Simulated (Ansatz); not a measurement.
# A hypothetical structure for CoAg2PbS4

This structure for CoAg2PbS4 is made up. Its elements were placed in a known structure type with a cell scaled to their sizes. What cell does the guess relax to, and how far off was it?

Program: Ansatz 0.2.0. Level of theory: DFT, PBE, plane-wave PAW, files of the set soft_1, scalar-relativistic, ferromagnetic start, cell and ions relaxed at zero pressure; PAW set soft_1, in the first sound run; inputs show where later runs differ. Results are calculated unless marked as measured.

### Step 1. Set-up

Symmetry: I-42m, No. 121, tetragonal system. Conventional cell: a = 5.580 Å, b = 5.580 Å, c = 11.513 Å, α = 90.00°, β = 90.00°, γ = 90.00°. Pb has 4 S at 2.59 Å nearest. Ag has 4 S at 2.38 Å nearest. Nearest to Co lie 4 S at 2.44 Å. Nearest to S lie 2 Ag at 2.38 Å and 1 Co at 2.44 Å and 1 Pb at 2.59 Å. Farther neighbours and most contacts between anions are not listed.

### Step 2. Relaxation of the guess

The guess takes its coordinates from another compound and its volume from a rule, so the cell and any free coordinates are relaxed together.

Contents of input.yaml:

```yaml
crystal:
  lattice:
    - [-2.79, 2.79, 5.7565]
    - [2.79, -2.79, 5.7565]
    - [2.79, 2.79, -5.7565]
  atoms:
    - { symbol: Pb, position: [0.5, 0.5, 0.0] }
    - { symbol: Ag, position: [0.25, 0.75, 0.5] }
    - { symbol: Ag, position: [0.75, 0.25, 0.5] }
    - { symbol: Co, position: [0.0, 0.0, 0.0], spin: 2.0 }
    - { symbol: S, position: [0.1027, 0.6271, 0.0] }
    - { symbol: S, position: [0.8973, 0.8973, 0.5244] }
    - { symbol: S, position: [0.6271, 0.1027, 0.0] }
    - { symbol: S, position: [0.3729, 0.3729, 0.4756] }
magnetization:
  spin_polarized: true
kpoints:
  mp_grid: { grid: [7, 7, 7] }
scf:
  occupations: { method: fermi_dirac, width: 0.05 }
hamiltonian:
  xc: pbe
  pseudopotentials: { kind: paw, azcp: { folder: soft_1 } }
relax:
  f_tol: 0.015
  max_steps: 70
  cell: {}
output:
  forces: true
  stress: true
```

On the command line:

```bash
ansatz run input.yaml --threads 4 --pin off --max-ram 10240MiB --backend cpu --events-out ev --progress --plain --runs-dir out
```

Numbers of over 12 decimals in the logs are rounded to 6 here.

The log of the run:

```text
Engine: ansatz 0.2.0, x86_64-unknown-linux-gnu
Pseudopotentials: kind: paw
Pseudopotential: Pb, paw, valence charge 14, recommended cutoff 420 eV (normal), soft_1/Pb.paw.azcp
Pseudopotential: Ag, paw, valence charge 19, recommended cutoff 420 eV (normal), soft_1/Ag.paw.azcp
Pseudopotential: Co, paw, valence charge 17, recommended cutoff 420 eV (normal), soft_1/Co.paw.azcp
Pseudopotential: S, paw, valence charge 6, recommended cutoff 420 eV (normal), soft_1/S.paw.azcp
Functional definition: PBE
  parameter kappa = 0.804
  parameter beta = 0.066725
  exchange = pbe_x(kappa = kappa, mu = beta*pi^2/3)
  correlation = pbe_c(beta = beta)
Crystal: 8 atoms, lattice volume = 179.237 Å³
Basis set: ecut = 420 eV, 3531 PW (Γ), exchange–correlation on 96×96×96 points (8 copies of the dense FFT grid, shifted against one another)
Bands: 57, of which v1, the nominal top of the filled ones, is band 47 counted from 1 (46 counted from 0)
Symmetry: 8 space group operations
Space group: I-42m (ITA 121), of the structure as read, at distance tolerance 5.6e-5 Å
Magnetic group: BNS 121.327 (UNI 987), of the structure as read, at distance tolerance 5.6e-5 Å
k-points: 40 of 343 (time reversal used)
Non-local potential: Pb, projectors of the file, l = 0: 2, l = 1: 2, l = 2: 2, l = 3: 1
Non-local potential: Ag, projectors of the file, l = 0: 3, l = 1: 2, l = 2: 2, l = 3: 1
Non-local potential: Co, projectors of the file, l = 0: 3, l = 1: 2, l = 2: 3, l = 3: 1
Non-local potential: S, projectors of the file, l = 0: 2, l = 1: 2, l = 2: 1
PAW form: soft (Blöchl's): semilocal exchange-correlation on the pseudo side does not see the compensation charge
PAW one-centre angular grid: Pb, 590 points (default); XC on 64 Gauss nodes
PAW one-centre angular grid: Ag, 590 points (default); XC on 64 Gauss nodes
PAW one-centre angular grid: Co, 590 points (default); XC on 64 Gauss nodes
PAW one-centre angular grid: S, 110 points (default); XC on 64 Gauss nodes
Initial density: superposition of atomic densities (chi_scale 0.1, normalization cell, long waves kept (reshape's long-wave potential 0.02 eV rms))
Starting moments: Σ|m| = 2 μB on 1 of 8 sites
Initial wavefunctions: pseudopotential atomic-orbital guess
Functional: x = pbe(κ = 0.804, μ = 0.219515), c = pbe(β = 0.066725)
SCF iter   1: F=—  HF=-35826.442083 eV  |F-HF|=—  |Δ(HF+E_count)|=         —  Δρ=7.79e-2 (↑6.10e-2 ↓7.79e-2)  dr2=4.75e1  dr2_m=2.08e-1  M=1.709 μB ∫|m|=1.787 μB  β_m=0.30  ethr=3.10e-3  ⟨swp⟩=7.5  Hψ=19463  notcnv=0  defer=79
Mixer restart at iter 1: flushing history
preconditioner: auto → Kerker (q_TF=auto, 2.446 Å⁻¹)  [metal: Δε(μ)=0.006 eV  Ē_g=9.672 eV  σ=0.050 eV  W_gap=0.03  n_scr=36 (ndim 8)  ℏωp=23.0 eV  f_vac=0.006  D(μ)=9.48/eV (n_scr^D=92)]
spin=Collinear: Kerker preconditioning applied to the charge; magnetization (m = ρ↑ − ρ↓) channel mixes plain (no charge-response kernel on spin).
SCF iter   2: F=—  HF=-35825.725898 eV  |F-HF|=—  |Δ(HF+E_count)|=   7.16e-1  Δρ=1.84e-2 (↑1.77e-2 ↓1.84e-2)  dr2=5.05e0  dr2_m=8.89e-2  M=2.372 μB ∫|m|=2.434 μB  β_m=0.33  ethr=3.10e-3  ⟨swp⟩=3.0  Hψ=10004  notcnv=0  defer=279
SCF iter   3: F=—  HF=-35824.964019 eV  |F-HF|=—  |Δ(HF+E_count)|=   7.62e-1  Δρ=1.52e-2 (↑1.52e-2 ↓1.34e-2)  dr2=3.26e0  dr2_m=4.70e-2  M=2.444 μB ∫|m|=2.498 μB  β_m=0.48  ethr=3.10e-3  ⟨swp⟩=2.1  Hψ=5754  notcnv=0  defer=272
SCF iter   4: F=—  HF=-35824.379973 eV  |F-HF|=—  |Δ(HF+E_count)|=   5.84e-1  Δρ=1.36e-2 (↑6.69e-3 ↓1.36e-2)  dr2=4.70e-1  dr2_m=3.17e-2  M=2.633 μB ∫|m|=2.692 μB  β_m=0.48  ethr=3.10e-3  ⟨swp⟩=3.3  Hψ=6811  notcnv=0  defer=261
SCF iter   5: F=—  HF=-35824.339633 eV  |F-HF|=—  |Δ(HF+E_count)|=   4.03e-2  Δρ=1.12e-2 (↑3.05e-3 ↓1.12e-2)  dr2=2.36e-1  dr2_m=3.57e-2  M=2.699 μB ∫|m|=2.757 μB  β_m=0.74  ethr=5.06e-4  ⟨swp⟩=3.2  Hψ=8937  notcnv=0  defer=253
SCF iter   6: F=—  HF=-35824.539880 eV  |F-HF|=—  |Δ(HF+E_count)|=         —  Δρ=1.06e-2 (↑1.72e-3 ↓1.06e-2)  dr2=1.99e-1  dr2_m=5.68e-2  M=2.838 μB ∫|m|=2.903 μB  β_m=0.74  ethr=2.54e-4  ⟨swp⟩=2.3  Hψ=5953  notcnv=0  defer=253
Mixer restart at iter 6: flushing history
SCF iter   7: F=—  HF=-35824.559402 eV  |F-HF|=—  |Δ(HF+E_count)|=   1.95e-2  Δρ=7.61e-3 (↑6.84e-3 ↓7.61e-3)  dr2=2.10e-1  dr2_m=7.33e-4  M=2.755 μB ∫|m|=2.816 μB  β_m=0.59  ethr=2.14e-4  ⟨swp⟩=3.0  Hψ=9965  notcnv=0  defer=255
SCF iter   8: F=—  HF=-35824.530599 eV  |F-HF|=—  |Δ(HF+E_count)|=   2.88e-2  Δρ=3.06e-3 (↑4.69e-4 ↓3.06e-3)  dr2=2.35e-2  dr2_m=4.05e-3  M=2.808 μB ∫|m|=2.873 μB  β_m=0.60  ethr=2.14e-4  ⟨swp⟩=2.5  Hψ=9126  notcnv=0  defer=254
SCF iter   9: F=—  HF=-35824.528268 eV  |F-HF|=—  |Δ(HF+E_count)|=   2.33e-3  Δρ=8.76e-4 (↑4.17e-4 ↓8.76e-4)  dr2=1.94e-3  dr2_m=1.27e-4  M=2.786 μB ∫|m|=2.850 μB  β_m=0.80  ethr=2.52e-5  ⟨swp⟩=2.0  Hψ=6086  notcnv=0  defer=255
SCF iter  10: F=—  HF=-35824.529425 eV  |F-HF|=—  |Δ(HF+E_count)|=   1.16e-3  Δρ=5.38e-4 (↑3.51e-4 ↓5.38e-4)  dr2=1.08e-3  dr2_m=3.48e-5  M=2.782 μB ∫|m|=2.845 μB  β_m=0.70  ethr=2.09e-6  ⟨swp⟩=2.0  Hψ=6179  notcnv=0  defer=255
SCF iter  11: F=—  HF=-35824.529480 eV  |F-HF|=—  |Δ(HF+E_count)|=   5.48e-5  Δρ=1.56e-4 (↑9.49e-5 ↓1.56e-4)  dr2=8.63e-5  dr2_m=1.63e-5  M=2.784 μB ∫|m|=2.847 μB  β_m=0.85  ethr=1.16e-6  ⟨swp⟩=2.0  Hψ=6459  notcnv=0  defer=255
SCF iter  12: F=—  HF=-35824.529550 eV  |F-HF|=—  |Δ(HF+E_count)|=   7.06e-5  Δρ=5.13e-5 (↑4.57e-5 ↓5.13e-5)  dr2=2.16e-5  dr2_m=6.79e-8  M=2.784 μB ∫|m|=2.847 μB  β_m=0.90  ethr=9.28e-8  ⟨swp⟩=2.0  Hψ=6624  notcnv=0  defer=255
SCF iter  13: F=—  HF=-35824.529562 eV  |F-HF|=—  |Δ(HF+E_count)|=   1.17e-5  Δρ=2.69e-5 (↑2.69e-5 ↓2.36e-5)  dr2=2.19e-6  dr2_m=8.40e-7  M=2.784 μB ∫|m|=2.847 μB  β_m=0.95  ethr=2.32e-8  ⟨swp⟩=2.0  Hψ=6828  notcnv=0  defer=255
SCF iter  14: F=—  HF=-35824.529564 eV  |F-HF|=—  |Δ(HF+E_count)|=   1.81e-6  Δρ=1.39e-5 (↑5.26e-6 ↓1.39e-5)  dr2=7.87e-7  dr2_m=3.78e-8  M=2.784 μB ∫|m|=2.847 μB  β_m=0.98  ethr=2.35e-9  ⟨swp⟩=2.0  Hψ=6978  notcnv=0  defer=255
SCF iter  15: F=—  HF=-35824.529564 eV  |F-HF|=—  |Δ(HF+E_count)|=   1.65e-7  Δρ=6.59e-6 (↑3.63e-6 ↓6.59e-6)  dr2=2.75e-7  dr2_m=4.53e-9  M=2.784 μB ∫|m|=2.847 μB  β_m=0.99  ethr=8.46e-10  ⟨swp⟩=2.3  Hψ=6464  notcnv=0  defer=255
SCF iter  16: F=—  HF=-35824.529564 eV  |F-HF|=—  |Δ(HF+E_count)|=   2.29e-8  Δρ=2.61e-6 (↑2.27e-6 ↓2.61e-6)  dr2=4.92e-8  dr2_m=7.68e-11  M=2.784 μB ∫|m|=2.847 μB  β_m=0.91  ethr=2.96e-10  ⟨swp⟩=2.0  Hψ=5706  notcnv=0  defer=255
[...]
relax step   5: F+E_penalty+E_count = -35825.82220190 eV  Δ(F+E_penalty+E_count) = -1.693e-3 eV  max|allowed force component| = 1.275e-3 eV/Å  Δτ_max = 0.0026 Å  P = -0.000 GPa  Ω = 188.755 Å³  energy of the carried Pulay correction = -2.891e-3 eV  (9 SCF iters, dr2 threshold 1.35e-7 eV, accepted)
[...]
relax step   6: F+E_penalty+E_count = -35825.82344194 eV  Δ(F+E_penalty+E_count) = -1.240e-3 eV  max|allowed force component| = 2.868e-3 eV/Å  Δτ_max = 0.0022 Å  P = -0.085 GPa  Ω = 188.915 Å³  energy of the carried Pulay correction = -2.938e-3 eV  (9 SCF iters, dr2 threshold 5.44e-8 eV, accepted)
[...]
relax step   7: F+E_penalty+E_count = -35825.82369864 eV  Δ(F+E_penalty+E_count) = -2.567e-4 eV  max|allowed force component| = 3.594e-3 eV/Å  Δτ_max = 0.0005 Å  P = +0.011 GPa  Ω = 188.552 Å³  energy of the carried Pulay correction = -2.830e-3 eV  (10 SCF iters, dr2 threshold 3.17e-8 eV, accepted)
Initial wavefunctions: pseudopotential atomic-orbital guess (no wavefunctions were taken with the density)
iter 1 solved again at ethr=4.83e-7 eV; its pass at ethr=3.10e-3 eV (dr2=4.49e-4 eV) is discarded
SCF iter   1: F=—  HF=-35825.825814 eV  |F-HF|=—  |Δ(HF+E_count)|=         —  Δρ=8.35e-5 (↑8.22e-5 ↓8.35e-5)  dr2=5.59e-6  dr2_m=5.29e-7  M=2.148 μB ∫|m|=2.235 μB  β_m=0.65  ethr=4.83e-7  ⟨swp⟩=4.3  Hψ=33105  notcnv=0
preconditioner: auto → Kerker (q_TF=auto, 2.263 Å⁻¹)  [metal: Δε(μ)=0.015 eV  Ē_g=10.027 eV  σ=0.050 eV  W_gap=0.08  n_scr=36 (ndim 8)  ℏωp=22.5 eV  f_vac=0.072  D(μ)=4.94/eV (n_scr^D=34)]
spin=Collinear: Kerker preconditioning applied to the charge; magnetization (m = ρ↑ − ρ↓) channel mixes plain (no charge-response kernel on spin).
SCF iter   2: F=—  HF=-35825.826380 eV  |F-HF|=—  |Δ(HF+E_count)|=   5.66e-4  Δρ=3.64e-5 (↑3.64e-5 ↓3.02e-5)  dr2=1.34e-6  dr2_m=1.70e-7  M=2.148 μB ∫|m|=2.235 μB  β_m=0.53  ethr=6.01e-9  ⟨swp⟩=2.1  Hψ=7930  notcnv=0
SCF iter   3: F=—  HF=-35825.826445 eV  |F-HF|=—  |Δ(HF+E_count)|=   6.49e-5  Δρ=1.62e-5 (↑1.62e-5 ↓1.48e-5)  dr2=1.86e-7  dr2_m=1.84e-8  M=2.148 μB ∫|m|=2.235 μB  β_m=0.55  ethr=1.44e-9  ⟨swp⟩=2.0  Hψ=8325  notcnv=0
SCF iter   4: F=—  HF=-35825.826466 eV  |F-HF|=—  |Δ(HF+E_count)|=   2.08e-5  Δρ=9.16e-6 (↑3.49e-6 ↓9.16e-6)  dr2=1.02e-7  dr2_m=3.67e-8  M=2.148 μB ∫|m|=2.235 μB  β_m=0.78  ethr=2.00e-10  ⟨swp⟩=2.0  Hψ=8180  notcnv=0
SCF iter   5: F=—  HF=-35825.826467 eV  |F-HF|=—  |Δ(HF+E_count)|=   8.42e-7  Δρ=8.19e-6 (↑5.46e-6 ↓8.19e-6)  dr2=7.03e-8  dr2_m=7.31e-8  M=2.148 μB ∫|m|=2.235 μB  β_m=0.89  ethr=1.10e-10  ⟨swp⟩=2.0  Hψ=8204  notcnv=0
SCF iter   6: F=—  HF=-35825.826467 eV  |F-HF|=—  |Δ(HF+E_count)|=   1.14e-7  Δρ=6.92e-6 (↑3.34e-6 ↓6.92e-6)  dr2=5.39e-8  dr2_m=4.39e-8  M=2.148 μB ∫|m|=2.235 μB  β_m=0.94  ethr=7.56e-11  ⟨swp⟩=2.0  Hψ=6513  notcnv=0
SCF iter   7: F=—  HF=-35825.826467 eV  |F-HF|=—  |Δ(HF+E_count)|=   5.07e-8  Δρ=2.32e-6 (↑2.32e-6 ↓1.81e-6)  dr2=2.05e-8  dr2_m=1.35e-10  M=2.149 μB ∫|m|=2.236 μB  β_m=0.92  ethr=5.80e-11  ⟨swp⟩=3.0  Hψ=10007  notcnv=0
SCF iter   8: F=—  HF=-35825.826467 eV  |F-HF|=—  |Δ(HF+E_count)|=   7.79e-9  Δρ=6.24e-7 (↑4.27e-7 ↓6.24e-7)  dr2=1.56e-9  dr2_m=2.03e-11  M=2.149 μB ∫|m|=2.236 μB  β_m=0.94  ethr=2.21e-11  ⟨swp⟩=2.0  Hψ=8358  notcnv=0
SCF iter   9: F=—  HF=-35825.826467 eV  |F-HF|=—  |Δ(HF+E_count)|=   2.23e-7  Δρ=8.09e-8 (↑6.45e-8 ↓8.09e-8)  dr2=2.20e-11  dr2_m=6.69e-12  M=2.149 μB ∫|m|=2.236 μB  β_m=0.97  ethr=1.68e-12  ⟨swp⟩=2.6  Hψ=8763  notcnv=0
SCF iter  10: F=—  HF=-35825.826467 eV  |F-HF|=—  |Δ(HF+E_count)|=  1.46e-11  Δρ=7.66e-8 (↑3.49e-8 ↓7.66e-8)  dr2=2.92e-11  dr2_m=8.68e-13  M=2.149 μB ∫|m|=2.236 μB  β_m=0.97  ethr=1.00e-12  ⟨swp⟩=1.6  Hψ=4859  notcnv=0
SCF iter  11: F=-35825.826467 eV  HF=-35825.826467 eV  |F-HF|=2.18e-11  |Δ(HF+E_count)|=    0.00e0  Δρ=9.81e-8 (↑1.58e-8 ↓9.81e-8)  dr2=2.71e-11  dr2_m=3.14e-12  M=2.149 μB ∫|m|=2.236 μB  ethr=1.00e-12  ⟨swp⟩=3.0  Hψ=15110  notcnv=0
SCF 8 converged in 11 iterations: F = -35825.826467 eV  dr2 = 2.71e-11
relax step   8: F+E_penalty+E_count = -35825.82646694 eV  Δ(F+E_penalty+E_count) = -2.768e-3 eV  max|allowed force component| = 3.833e-3 eV/Å  Δτ_max = 0.0000 Å  P = +0.008 GPa  Ω = 188.552 Å³  stress off target by 1.32e-2 GPa  SCF on the basis re-selected at this cell (its energy is not comparable with the rows above)  (11 SCF iters)
basis re-selected at this cell: Δ(F+E_penalty+E_count) = -2.768e-3 eV, ΔP = -0.003 GPa vs the last step (what re-selecting the basis moved, of the pressure what is left beyond the Pulay correction that the steps carried, after the strain that the cell walked since its last selection, with what the two solves' SCF thresholds leave and, on support functions, any second-order correction that the steps lacked; it is no m [...]
SCF converged after 11 iterations
Magnetization: 2.1485 μB (47.5743 up, 45.4257 down)
Absolute magnetization: 2.2294 μB (∫|ρ↑−ρ↓|, with the PAW one-centre terms)
Spin contamination: 0.1551 ħ² per cell (⟨S²⟩ above its minimum at these occupations)
Per-site moments (μB) at R_I (Å): [(0.00390232, 1.135281), (0.020277, 1.044361), (0.020277, 1.044361), (1.572857, 0.900237), (0.039848, 0.900237), (0.039848, 0.900237), (0.039848, 0.900237), (0.039848, 0.900237)]
Free energy (F): -35825.826467 eV
Harris-Foulkes:  -35825.826467 eV  (|F-HF|=2.18e-11)
Internal energy: -35825.786141 eV  (E = F + TS)
E sigma→0 (E₀):  -35825.806304 eV
Entropy (-TS):   -0.040326 eV (-5.041 meV/atom)
Fermi energy:    7.501816 eV
--- Per-component energies (eV) ---
  E_band       = -1301.970769
  E_kinetic    = 1935.749301
  E_local      = -12533.871058  (includes V_loc(G=0)·N_el)
  E_nonlocal   = 943.768623
  E_hartree    = 5599.250006
  E_xc         = -966.720058
  E_vxc        = -983.133452  (∫ρ·V_xc dr)
  E_paw        = -22310.219838  (= ΣΔE_a)
  E_vpaw       = -1862.985342  (= ΣTr[D̂ρ^β])
  E_aug_tail   = 0.000747  (compensation charges beyond the density's cutoff)
  E_ewald      = -8493.743866
  E_smearing   = -0.040326  (= −TS)
  E_closure    = -0.000000  (closes the sum)
  Σ components = -35825.826467   (vs F -35825.826467, Δ=0.00e0)
--- Forces (eV/Å), atoms counted from 1 ---
  atom   1  Pb     0.00000000     0.00000000     0.00000000
  atom   2  Ag     0.00000000    -0.00000000     0.00000000
  atom   3  Ag    -0.00000000     0.00000000     0.00000000
  atom   4  Co     0.00000000     0.00000000     0.00000000
  atom   5  S      0.00147250    -0.00147250    -0.00383303
  atom   6  S      0.00147250     0.00147250     0.00383303
  atom   7  S     -0.00147250     0.00147250    -0.00383303
  atom   8  S     -0.00147250    -0.00147250     0.00383303
  max |Σ_I F_I| component: 1.01e-16 eV/Å
--- Stress (GPa, compression-positive) ---
        0.013204      -0.000000       0.000000
        0.000000       0.013204      -0.000000
        0.000000      -0.000000      -0.002916
  P = ⅓ Tr σ = 0.0078 GPa (0.078 kbar)
--- Relaxed structure (7 steps of the walk, 7 accepted, 1 SCFs on fresh bases) ---
  F+E_penalty+E_count = -35825.82646694 eV   max|allowed force component| = 3.833e-3 eV/Å   (the final SCF, on the basis selected at the relaxed cell)
  cell:  # Å, volume = 188.5520 Å³
    - [-2.910275, 2.910275, 5.565483]
    - [2.910275, -2.910275, 5.565483]
    - [2.910275, 2.910275, -5.565483]
  atoms:
    - { symbol: Pb, position: [0.500000, 0.500000, -9.227801588456786e-19] }
    - { symbol: Ag, position: [0.250000, 0.75, 0.500000] }
    - { symbol: Ag, position: [0.75, 0.250000, 0.500000] }
    - { symbol: Co, position: [-1.047328528395292e-18, -1.368077743009692e-18, -9.22780158845682e-19] }
    - { symbol: S, position: [0.087397, 0.670391, 0.0] }
    - { symbol: S, position: [0.912603, 0.912603, 0.582994] }
    - { symbol: S, position: [0.670391, 0.087397, 0.0] }
    - { symbol: S, position: [0.329609, 0.329609, 0.417006] }
```

Elapsed: 1.9 min, on 4 threads of INTEL XEON PLATINUM 8581C at 2.30GHz (Emerald Rapids), shared host; peak memory 1.1 GiB.

Relaxation path:

```csv
step,energy less that of the first step (eV),largest force component (eV/Å),pressure (GPa),volume (Å³)
1,0.0000,1.5869,4.66,179.24
2,-0.9741,0.6901,0.02,188.85
3,-1.1950,0.3968,2.33,182.63
4,-1.2909,0.0153,0.12,188.41
5,-1.2926,0.0013,0.00,188.76
6,-1.2939,0.0029,-0.08,188.92
7,-1.2941,0.0036,0.01,188.55
8*,-1.2969,0.0038,0.01,188.55
```

Relaxation steps marked * repeat the geometry before them on a plane-wave basis chosen anew for their cell, so energy and pressure can jump there.

The run keeps the 8 symmetry operations that it works with, so distortions that break them were not tested.

```csv
"conventional cell, symmetrised",before,after,change
a (Å),5.580,5.821,+4.3 %
b (Å),5.580,5.821,+4.3 %
c (Å),11.513,11.131,-3.3 %
volume (Å³/atom),22.40,23.57,+5.2 %
```

The atoms that moved most (Å, as changes of fractional coordinates times the final cell):

```csv
atom,dx,dy,dz,length
S8,-0.171,-0.171,-0.156,0.287
S7,-0.171,0.171,0.156,0.287
S5,0.171,-0.171,0.156,0.287
S6,0.171,0.171,-0.156,0.287
```

This step gave:

```
free energy             : -35825.8265 eV
energy at zero smearing : -35825.8063 eV
smearing term TS        : 0.04033 eV
Fermi energy            : 7.502 eV
magnetization           : 2.149 μB
absolute magnetization  : 2.229 μB
site moments            : 0.003902, 0.02028, 0.02028, 1.573, 0.03985, 0.03985, 0.03985, 0.03985 μB
electrons               : 93
symmetry operations     : 8
pressure                : 0.007831 GPa
```

Site moment by atom:

```csv
atom,site moment (μB)
Pb1,0.00
Ag2,0.02
Ag3,0.02
Co4,1.57
S5,0.04
S6,0.04
S7,0.04
S8,0.04
```

The shortest distance of each pair, which need not be the same contact before and after:

```csv
pair,guess (Å),relaxed (Å)
Co–S,2.437,2.182
Ag–S,2.377,2.532
Pb–S,2.589,2.752
S–S,3.753,3.433
Ag–Pb,4.009,4.027
```

The relaxation ends with a largest force component of 0.0038 eV/Å and a pressure of 0.01 GPa.

(Continued in part 2 of 2.)

[Logs are printed without paths, hosts, clocks, repeated set-up lines and the standing remarks that a program may print on its own settings, such as how far it seeks lower states.]

[Hosts, paths, dates, database ids (printed as entryN), source tags and the programs' standing remarks are cut or masked in the printed files.]
